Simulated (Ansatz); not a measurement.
# linear Ta chain under tension and compression

Does stretching change the magnetism or the channel count of the linear Ta chain?

Main program and level: Ansatz 0.2.0; DFT RPBE, plane waves, PAW; relaxation of a chain's period, in the first sound run; inputs show where later runs differ.

### Step 1. Starting point

The cell holds 1 atom: 1 Ta. Its edges and angles: a = 7.500 Å, b = 7.500 Å, c = 3.162 Å, α = 90.0°, β = 90.0°, γ = 90.0°. Vacuum lies along a and b. The structure's axis is c.

### Step 2. Relaxing the period

Band widths follow the bond lengths, so the chain is relaxed first. The atoms and the third cell vector are free; the box across stays fixed as vacuum. Moments are seeded so that a magnetic state can form if it lies lower. A Fermi-Dirac smearing is set since the result may be a metal. The pressure printed is a third of the stress's trace over the whole box, vacuum included; only the stress along the axis is relaxed.

Input file input.yaml:

```yaml
crystal:
  lattice:
    - [7.5, 0.0, 0.0]
    - [0.0, 7.5, 0.0]
    - [0.0, 0.0, 3.162]
  atoms:
    - { symbol: Ta, position: [0.5, 0.5, 0.0], spin: 2.0 }
magnetization:
  spin_polarized: true
kpoints:
  mp_grid: { grid: [1, 1, 26] }
scf:
  occupations: { method: fermi_dirac, width: 0.05 }
hamiltonian:
  xc: rpbe
relax:
  cell: { fix: [a, b, alpha, beta, gamma] }
  max_steps: 60
```

On the command line:

```console
$ ansatz run input.yaml --threads 4 --pin off --max-ram 8192MiB --backend cpu --events-out ev --progress --plain --runs-dir out
```

Numbers of over 12 decimals in the logs are rounded to 6 here.

Output:

```text
Engine: ansatz 0.2.0, x86_64-unknown-linux-gnu
Pseudopotentials: kind: paw
Pseudopotential: Ta, paw, valence charge 13, recommended cutoff 420 eV (normal), Ta.paw.azcp
Functional definition: RPBE
  parameter kappa = 0.804
  parameter beta = 0.066725
  exchange = rpbe_x(kappa = kappa, mu = beta*pi^2/3)
  correlation = pbe_c(beta = beta)
Crystal: 1 atoms, lattice volume = 177.862 Å³
Basis set: ecut = 420 eV, 3507 PW (Γ), exchange–correlation on 108×108×48 points (8 copies of the dense FFT grid, shifted against one another)
Bands: 12, of which v1, the nominal top of the filled ones, is band 7 counted from 1 (6 counted from 0)
Symmetry: 16 space group operations
Space group: P4/mmm (ITA 123), of the structure as read, at distance tolerance 5.6e-5 Å
Magnetic group: BNS 123.339 (UNI 999), of the structure as read, at distance tolerance 5.6e-5 Å
k-points: 14 of 26
Non-local potential: Ta, projectors of the file, l = 0: 3, l = 1: 2, l = 2: 2, l = 3: 1
PAW form: soft (Blöchl's): semilocal exchange-correlation on the pseudo side does not see the compensation charge
PAW frozen core: Ta, regenerated for the run's functional, and the local potential with it (the file was generated under x = pbe(κ = 0.804, μ = 0.219515), c = pbe(β = 0.066725))
PAW one-centre angular grid: Ta, 590 points (default); XC on 64 Gauss nodes
Initial density: superposition of atomic densities (neutral atoms: chi_scale 0, normalization atom)
Starting moments: Σ|m| = 2 μB on 1 of 1 site
Initial wavefunctions: pseudopotential atomic-orbital guess
Functional: x = rpbe, c = pbe(β = 0.066725)
SCF iter   1: F=—  HF=-9938.704184 eV  |F-HF|=—  |Δ(HF+E_count)|=         —  Δρ=8.24e-3 (↑5.09e-3 ↓8.24e-3)  dr2=4.06e-1  dr2_m=2.49e-2  M=2.455 μB ∫|m|=2.455 μB  β_m=0.30  ethr=3.10e-3  ⟨swp⟩=5.3  Hψ=1775  notcnv=0
Mixer restart at iter 1: flushing history
preconditioner: auto → LDOS  [metal: Δε(μ)=0.015 eV  Ē_g=3.081 eV  σ=0.050 eV  W_gap=0.07  n_scr=12 (ndim 8)  ℏωp=6.2 eV  f_vac=0.576  D(μ)=5.35/eV (n_scr^D=38)]
spin=Collinear: LDOS preconditioning applied to the charge; magnetization (m = ρ↑ − ρ↓) channel mixes plain (no charge-response kernel on spin).
SCF iter   2: F=—  HF=-9938.716295 eV  |F-HF|=—  |Δ(HF+E_count)|=   1.21e-2  Δρ=6.35e-3 (↑4.05e-3 ↓6.35e-3)  dr2=2.08e-1  dr2_m=2.16e-2  M=2.572 μB ∫|m|=2.572 μB  β_m=0.63  ethr=3.10e-3  ⟨swp⟩=1.7  Hψ=616  notcnv=0  defer=2
SCF iter   3: F=—  HF=-9938.930526 eV  |F-HF|=—  |Δ(HF+E_count)|=         —  Δρ=9.64e-3 (↑9.64e-3 ↓8.80e-3)  dr2=6.53e-2  dr2_m=1.14e-1  M=3.623 μB ∫|m|=3.623 μB  β_m=0.63  ethr=1.60e-3  ⟨swp⟩=2.4  Hψ=564  notcnv=0  defer=4
Mixer restart at iter 3: flushing history
SCF iter   4: F=—  HF=-9938.995974 eV  |F-HF|=—  |Δ(HF+E_count)|=   6.54e-2  Δρ=4.17e-3 (↑4.17e-3 ↓3.31e-3)  dr2=1.98e-2  dr2_m=1.88e-2  M=3.687 μB ∫|m|=3.687 μB  β_m=0.82  ethr=5.02e-4  ⟨swp⟩=2.7  Hψ=684  notcnv=0  defer=4
SCF iter   5: F=—  HF=-9939.024996 eV  |F-HF|=—  |Δ(HF+E_count)|=   2.90e-2  Δρ=8.12e-4 (↑8.12e-4 ↓4.69e-4)  dr2=8.92e-4  dr2_m=4.35e-4  M=3.697 μB ∫|m|=3.697 μB  β_m=0.82  ethr=1.53e-4  ⟨swp⟩=3.1  Hψ=709  notcnv=0  defer=4
SCF iter   6: F=—  HF=-9939.026188 eV  |F-HF|=—  |Δ(HF+E_count)|=   1.19e-3  Δρ=2.44e-4 (↑2.09e-4 ↓2.44e-4)  dr2=2.22e-4  dr2_m=6.19e-5  M=3.698 μB ∫|m|=3.698 μB  β_m=0.91  ethr=6.86e-6  ⟨swp⟩=2.4  Hψ=667  notcnv=0  defer=6
SCF iter   7: F=—  HF=-9939.026537 eV  |F-HF|=—  |Δ(HF+E_count)|=   3.49e-4  Δρ=9.67e-5 (↑9.67e-5 ↓7.01e-5)  dr2=3.07e-5  dr2_m=7.66e-6  M=3.698 μB ∫|m|=3.698 μB  β_m=0.93  ethr=1.71e-6  ⟨swp⟩=2.5  Hψ=562  notcnv=0  defer=6
SCF iter   8: F=—  HF=-9939.026573 eV  |F-HF|=—  |Δ(HF+E_count)|=   3.60e-5  Δρ=2.35e-5 (↑2.35e-5 ↓7.84e-6)  dr2=8.40e-7  dr2_m=2.78e-7  M=3.698 μB ∫|m|=3.698 μB  β_m=0.96  ethr=2.36e-7  ⟨swp⟩=2.2  Hψ=495  notcnv=0  defer=6
SCF iter   9: F=—  HF=-9939.026575 eV  |F-HF|=—  |Δ(HF+E_count)|=   1.90e-6  Δρ=1.02e-5 (↑1.02e-5 ↓3.13e-6)  dr2=1.21e-7  dr2_m=4.78e-8  M=3.698 μB ∫|m|=3.698 μB  β_m=0.98  ethr=6.47e-9  ⟨swp⟩=2.4  Hψ=535  notcnv=0  defer=6
SCF iter  10: F=—  HF=-9939.026575 eV  |F-HF|=—  |Δ(HF+E_count)|=   8.29e-8  Δρ=5.68e-6 (↑5.68e-6 ↓8.27e-7)  dr2=2.56e-8  dr2_m=1.40e-8  M=3.698 μB ∫|m|=3.698 μB  β_m=0.99  ethr=9.28e-10  ⟨swp⟩=2.6  Hψ=558  notcnv=0  defer=6
SCF iter  11: F=-9939.026575 eV  HF=-9939.026575 eV  |F-HF|=1.88e-7  |Δ(HF+E_count)|=   9.76e-8  Δρ=2.83e-6 (↑2.83e-6 ↓3.61e-7)  dr2=5.66e-9  dr2_m=3.40e-9  M=3.698 μB ∫|m|=3.698 μB  ethr=1.97e-10  ⟨swp⟩=1.7  Hψ=1113  notcnv=0
SCF 1 converged in 11 iterations: F = -9939.026575 eV  dr2 = 5.66e-9
  greatest PAW one-centre occupation: 0.999 electrons in one spin orbital (limit 2), on the Ta atom at site 0 (counted from 0), in its partial waves of l = 0
relax step   1: F+E_penalty+E_count = -9939.02657522 eV  Δ(F+E_penalty+E_count) = +0.000e0 eV  max|allowed force component| = 0.000e0 eV/Å  Δτ_max = 0.0000 Å  P = -1.269 GPa  Ω = 177.862 Å³  fix = [a, b, alpha, beta, gamma]  reactions: a -0.201, b -0.201 GPa  (11 SCF iters, dr2 threshold 1.00e-7 eV, accepted)
Crystal: 1 atoms, lattice volume = 169.192 Å³
Basis set: ecut = 420 eV, 3315 PW (Γ), exchange–correlation on 108×108×48 points (8 copies of the dense FFT grid, shifted against one another)
Initial density: handed on by an earlier stage of this run
Starting moments: Σ|m| = 2 μB on 1 of 1 site; this step starts from the density that it was given
Initial wavefunctions: those handed on with the density
iter 1 solved again at ethr=6.05e-5 eV; its pass at ethr=3.10e-3 eV (dr2=7.87e-3 eV) is discarded
SCF iter   1: F=—  HF=-9939.180695 eV  |F-HF|=—  |Δ(HF+E_count)|=         —  Δρ=1.82e-3 (↑1.82e-3 ↓1.36e-3)  dr2=8.25e-3  dr2_m=2.82e-3  M=3.665 μB ∫|m|=3.665 μB  β_m=0.30  ethr=6.05e-5  ⟨swp⟩=1.3  Hψ=2432  notcnv=0
preconditioner: auto → LDOS  [metal: Δε(μ)=0.042 eV  Ē_g=3.696 eV  σ=0.050 eV  W_gap=0.21  n_scr=12 (ndim 8)  ℏωp=6.4 eV  f_vac=0.592  D(μ)=2.75/eV (n_scr^D=12)]
spin=Collinear: LDOS preconditioning applied to the charge; magnetization (m = ρ↑ − ρ↓) channel mixes plain (no charge-response kernel on spin).
SCF iter   2: F=—  HF=-9939.183099 eV  |F-HF|=—  |Δ(HF+E_count)|=   2.40e-3  Δρ=1.31e-3 (↑1.31e-3 ↓8.89e-4)  dr2=3.54e-3  dr2_m=1.43e-3  M=3.680 μB ∫|m|=3.680 μB  β_m=0.57  ethr=6.05e-5  ⟨swp⟩=1.6  Hψ=430  notcnv=0
SCF iter   3: F=—  HF=-9939.185580 eV  |F-HF|=—  |Δ(HF+E_count)|=   2.48e-3  Δρ=3.08e-4 (↑3.08e-4 ↓1.97e-4)  dr2=9.63e-5  dr2_m=6.15e-5  M=3.705 μB ∫|m|=3.705 μB  β_m=0.67  ethr=2.72e-5  ⟨swp⟩=2.5  Hψ=549  notcnv=0
[...]
SCF iter   9: F=-9939.370972 eV  HF=-9939.370972 eV  |F-HF|=1.17e-9  |Δ(HF+E_count)|=   2.72e-8  Δρ=1.52e-6 (↑1.52e-6 ↓1.22e-6)  dr2=3.79e-9  dr2_m=1.97e-9  M=2.344 μB ∫|m|=2.344 μB  β_m=0.99  ethr=5.04e-10  ⟨swp⟩=2.4  Hψ=1078  notcnv=0
SCF iter  10: F=-9939.370972 eV  HF=-9939.370972 eV  |F-HF|=8.95e-10  |Δ(HF+E_count)|=   4.28e-9  Δρ=2.31e-7 (↑2.31e-7 ↓1.62e-7)  dr2=8.51e-11  dr2_m=2.95e-11  M=2.344 μB ∫|m|=2.344 μB  ethr=2.91e-11  ⟨swp⟩=1.7  Hψ=1073  notcnv=0
SCF 3 converged in 10 iterations: F = -9939.370972 eV  dr2 = 8.51e-11
relax step   3: F+E_penalty+E_count = -9939.37097208 eV  Δ(F+E_penalty+E_count) = -1.848e-1 eV  max|allowed force component| = 0.000e0 eV/Å  Δτ_max = 0.0000 Å  P = -1.671 GPa  Ω = 160.521 Å³  energy of the carried Pulay correction = +5.462e-4 eV  fix = [a, b, alpha, beta, gamma]  reactions: a -0.202, b -0.202 GPa  (10 SCF iters, dr2 threshold 1.00e-7 eV, accepted)
[...]
relax step   4: F+E_penalty+E_count = -9939.65870089 eV  Δ(F+E_penalty+E_count) = -2.877e-1 eV  max|allowed force component| = 0.000e0 eV/Å  Δτ_max = 0.0000 Å  P = -1.968 GPa  Ω = 151.850 Å³  energy of the carried Pulay correction = +8.407e-4 eV  fix = [a, b, alpha, beta, gamma]  reactions: a -0.258, b -0.258 GPa  (8 SCF iters, dr2 threshold 1.00e-7 eV, accepted)
[...]
relax step   5: F+E_penalty+E_count = -9939.89661182 eV  Δ(F+E_penalty+E_count) = -2.379e-1 eV  max|allowed force component| = 0.000e0 eV/Å  Δτ_max = 0.0000 Å  P = -1.227 GPa  Ω = 143.179 Å³  energy of the carried Pulay correction = +1.151e-3 eV  fix = [a, b, alpha, beta, gamma]  reactions: a -0.271, b -0.271 GPa  (10 SCF iters, dr2 threshold 1.00e-7 eV, accepted)
[...]
relax step   6: F+E_penalty+E_count = -9939.93915559 eV  Δ(F+E_penalty+E_count) = -4.254e-2 eV  max|allowed force component| = 0.000e0 eV/Å  Δτ_max = 0.0000 Å  P = +0.542 GPa  Ω = 134.509 Å³  energy of the carried Pulay correction = +1.479e-3 eV  fix = [a, b, alpha, beta, gamma]  reactions: a -0.279, b -0.279 GPa  (7 SCF iters, dr2 threshold 1.00e-7 eV, accepted)
[...]
relax step   7: F+E_penalty+E_count = -9939.95839627 eV  Δ(F+E_penalty+E_count) = -1.924e-2 eV  max|allowed force component| = 0.000e0 eV/Å  Δτ_max = 0.0000 Å  P = -0.132 GPa  Ω = 137.213 Å³  energy of the carried Pulay correction = +1.375e-3 eV  fix = [a, b, alpha, beta, gamma]  reactions: a -0.276, b -0.276 GPa  (7 SCF iters, dr2 threshold 1.00e-7 eV, accepted)
[...]
relax step   8: F+E_penalty+E_count = -9939.95849648 eV  Δ(F+E_penalty+E_count) = -1.002e-4 eV  max|allowed force component| = 0.000e0 eV/Å  Δτ_max = 0.0000 Å  P = -0.184 GPa  Ω = 137.439 Å³  energy of the carried Pulay correction = +1.366e-3 eV  fix = [a, b, alpha, beta, gamma]  reactions: a -0.276, b -0.276 GPa  (6 SCF iters, dr2 threshold 6.06e-8 eV, accepted)
Basis set: ecut = 420 eV, 2665 PW (Γ), exchange–correlation on 108×108×36 points (8 copies of the dense FFT grid, shifted against one another)
Initial wavefunctions: pseudopotential atomic-orbital guess (no wavefunctions were taken with the density)
iter 1 solved again at ethr=6.45e-8 eV; its pass at ethr=3.10e-3 eV (dr2=8.38e-6 eV) is discarded
SCF iter   1: F=—  HF=-9939.958066 eV  |F-HF|=—  |Δ(HF+E_count)|=         —  Δρ=2.72e-5 (↑2.72e-5 ↓2.37e-5)  dr2=3.65e-7  dr2_m=1.55e-8  M=1.183 μB ∫|m|=1.183 μB  β_m=0.65  ethr=6.45e-8  ⟨swp⟩=3.9  Hψ=3103  notcnv=0
preconditioner: auto → none  [insulator: Δε(μ)=0.193 eV  Ē_g=4.462 eV  σ=0.050 eV  W_gap=0.63  n_scr=12 (ndim 8)  ℏωp=7.1 eV  f_vac=0.590  D(μ)=1.51/eV (n_scr^D=8)  ε∞_Penn≈3.5]
SCF iter   2: F=—  HF=-9939.958067 eV  |F-HF|=—  |Δ(HF+E_count)|=   8.09e-7  Δρ=9.60e-6 (↑9.60e-6 ↓8.24e-6)  dr2=4.28e-8  dr2_m=2.15e-9  M=1.183 μB ∫|m|=1.183 μB  β_m=0.63  ethr=2.80e-9  ⟨swp⟩=2.9  Hψ=526  notcnv=0
SCF iter   3: F=—  HF=-9939.958067 eV  |F-HF|=—  |Δ(HF+E_count)|=   2.27e-7  Δρ=7.51e-7 (↑7.51e-7 ↓6.27e-7)  dr2=5.97e-10  dr2_m=3.56e-11  M=1.183 μB ∫|m|=1.183 μB  β_m=0.62  ethr=3.29e-10  ⟨swp⟩=2.1  Hψ=486  notcnv=0
SCF iter   4: F=—  HF=-9939.958067 eV  |F-HF|=—  |Δ(HF+E_count)|=   1.41e-9  Δρ=2.37e-7 (↑2.37e-7 ↓2.21e-7)  dr2=6.21e-11  dr2_m=9.25e-12  M=1.183 μB ∫|m|=1.183 μB  β_m=0.74  ethr=4.59e-12  ⟨swp⟩=2.4  Hψ=525  notcnv=0
SCF iter   5: F=—  HF=-9939.958067 eV  |F-HF|=—  |Δ(HF+E_count)|=  3.69e-10  Δρ=5.94e-8 (↑5.94e-8 ↓4.16e-8)  dr2=2.75e-12  dr2_m=1.34e-12  M=1.183 μB ∫|m|=1.183 μB  β_m=0.75  ethr=1.00e-12  ⟨swp⟩=2.0  Hψ=415  notcnv=0
SCF iter   6: F=-9939.958067 eV  HF=-9939.958067 eV  |F-HF|=5.46e-12  |Δ(HF+E_count)|=  3.82e-11  Δρ=2.06e-8 (↑2.06e-8 ↓9.01e-9)  dr2=4.48e-13  dr2_m=2.38e-13  M=1.183 μB ∫|m|=1.183 μB  ethr=1.00e-12  ⟨swp⟩=4.1  Hψ=1252  notcnv=0
SCF 9 converged in 6 iterations: F = -9939.958067 eV  dr2 = 4.48e-13
relax step   9: F+E_penalty+E_count = -9939.95806709 eV  Δ(F+E_penalty+E_count) = +4.294e-4 eV  max|allowed force component| = 0.000e0 eV/Å  Δτ_max = 0.0000 Å  P = -0.188 GPa  Ω = 137.439 Å³  fix = [a, b, alpha, beta, gamma]  reactions: a -0.278, b -0.278 GPa  stress off target by 6.64e-3 GPa on what of the cell is left free  SCF on the basis re-selected at this cell (its energy is not comparable with the rows above)  (6 SCF iters)
basis re-selected at this cell: Δ(F+E_penalty+E_count) = +4.294e-4 eV, ΔP = -0.003 GPa vs the last step (what re-selecting the basis moved, of the pressure what is left beyond the Pulay correction that the steps carried, after the strain that the cell walked since its last selection, with what the two solves' SCF thresholds leave and, on support functions, any second-order correction that the steps lacked; it is no measure of the basis error at this ecutwfc). The dense FFT grid was sized anew with the basis: this SCF ran on 54×54×18 points, the steps before it on 54×54×24, so part of this shift can come from that change (see relax.cell in the input reference). [rest of the remark cut]
SCF converged after 6 iterations
Magnetization: 1.1829 μB (7.0915 up, 5.9085 down)
Absolute magnetization: 1.1832 μB (∫|ρ↑−ρ↓|, with the PAW one-centre terms)
Spin contamination: 0.0033 ħ² per cell (⟨S²⟩ above its minimum at these occupations)
Per-site moments (μB) at R_I (Å): [(0.507798, 1.007887)]
Free energy (F): -9939.958067 eV
Harris-Foulkes:  -9939.958067 eV  (|F-HF|=5.46e-12)
Internal energy: -9939.944610 eV  (E = F + TS)
E sigma→0 (E₀):  -9939.951339 eV
Entropy (-TS):   -0.013457 eV (-13.457 meV/atom)
Fermi energy:    -0.780671 eV
--- Per-component energies (eV) ---
  E_band       = -360.309159
  E_kinetic    = 363.287894
  E_local      = -2354.144940  (includes V_loc(G=0)·N_el)
  E_nonlocal   = 16.125357
  E_hartree    = 962.221842
  E_xc         = -214.852714
  E_vxc        = -198.371359  (∫ρ·V_xc dr)
  E_paw        = -8408.843981  (= ΣΔE_a)
  E_vpaw       = -111.649985  (= ΣTr[D̂ρ^β])
  E_aug_tail   = 0.000158  (compensation charges beyond the density's cutoff)
  E_ewald      = -303.710400
  E_core_change = -0.027827  (= ΣΔE_core)
  E_smearing   = -0.013457  (= −TS)
  E_closure    = 0.000000  (closes the sum)
  Σ components = -9939.958067   (vs F -9939.958067, Δ=0.00e0)
--- Forces (eV/Å), atoms counted from 1 ---
  atom   1  Ta     0.00000000    -0.00000000     0.00000000
  max |Σ_I F_I| component: 1.26e-29 eV/Å
--- Stress (GPa, compression-positive) ---
       -0.278353       0.000000       0.000000
        0.000000      -0.278353       0.000000
        0.000000       0.000000      -0.006643
  P = ⅓ Tr σ = -0.1878 GPa (-1.878 kbar)
--- Relaxed structure (8 steps of the walk, 8 accepted, 1 SCFs on fresh bases) ---
  F+E_penalty+E_count = -9939.95806709 eV   max|allowed force component| = 0.000e0 eV/Å   (the final SCF, on the basis selected at the relaxed cell)
  cell:  # Å, volume = 137.4391 Å³
    - [7.5, 0.0, 0.0]
    - [0.0, 7.5, 0.0]
    - [0.0, 0.0, 2.443361]
  atoms:
    - { symbol: Ta, position: [0.5, 0.5, 0.0] }
```

Elapsed: 8 s, on 4 threads of Intel Xeon 6975P-C (Granite Rapids), shared host; peak memory 0.49 GiB; 21 s of CPU time.

Step by step:

| step | energy less that of the first step (eV) | largest force component (eV/Å) | pressure (GPa) | volume (Å³) |
| --- | --- | --- | --- | --- |
| 1 | 0.0000 | 0.0000 | -1.27 | 177.86 |
| 2 | -0.1596 | 0.0000 | -0.91 | 169.19 |
| 3 | -0.3444 | 0.0000 | -1.67 | 160.52 |
| 4 | -0.6321 | 0.0000 | -1.97 | 151.85 |
| 5 | -0.8700 | 0.0000 | -1.23 | 143.18 |
| 6 | -0.9126 | 0.0000 | 0.54 | 134.51 |
| 7 | -0.9318 | 0.0000 | -0.13 | 137.21 |
| 8 | -0.9319 | 0.0000 | -0.18 | 137.44 |
| 9* | -0.9315 | 0.0000 | -0.19 | 137.44 |

Relaxation steps marked * repeat the geometry before them on a plane-wave basis chosen anew for their cell, so energy and pressure can jump there.

| cell as run | before | after | change |
| --- | --- | --- | --- |
| c (Å) | 3.162 | 2.443 | -22.7 % |

Final coordinates:

```
Ta
1.0
     7.50000    0.00000    0.00000
     0.00000    7.50000    0.00000
     0.00000    0.00000    2.44336
Ta
1
Cartesian
  3.7500 3.7500 0.0000
```

This step gave:

| Item | Value |
| --- | --- |
| energy at zero smearing | -9939.9513 eV |
| total moment | 1.183 μB |
| absolute moment | 1.183 μB |
| cell length along the wire | 2.443 Å |

Site moment by atom:

| atom | site moment (μB) |
| --- | --- |
| Ta1 | 0.508 |

The cell's length comes to 2.443 Å with an absolute moment of 1.18 μB a cell. That is -23 % against the start, more than a small adjustment.

The cell shrank by 22.7 % in its periodic edges.

(Continued in part 2 of 3.)

[Logs are printed without paths, hosts, clocks, repeated set-up lines and the standing remarks that a program may print on its own settings, such as how far it seeks lower states.]

[Hosts, paths, dates, database ids (printed as entryN), source tags and the programs' standing remarks are cut or masked in the printed files.]
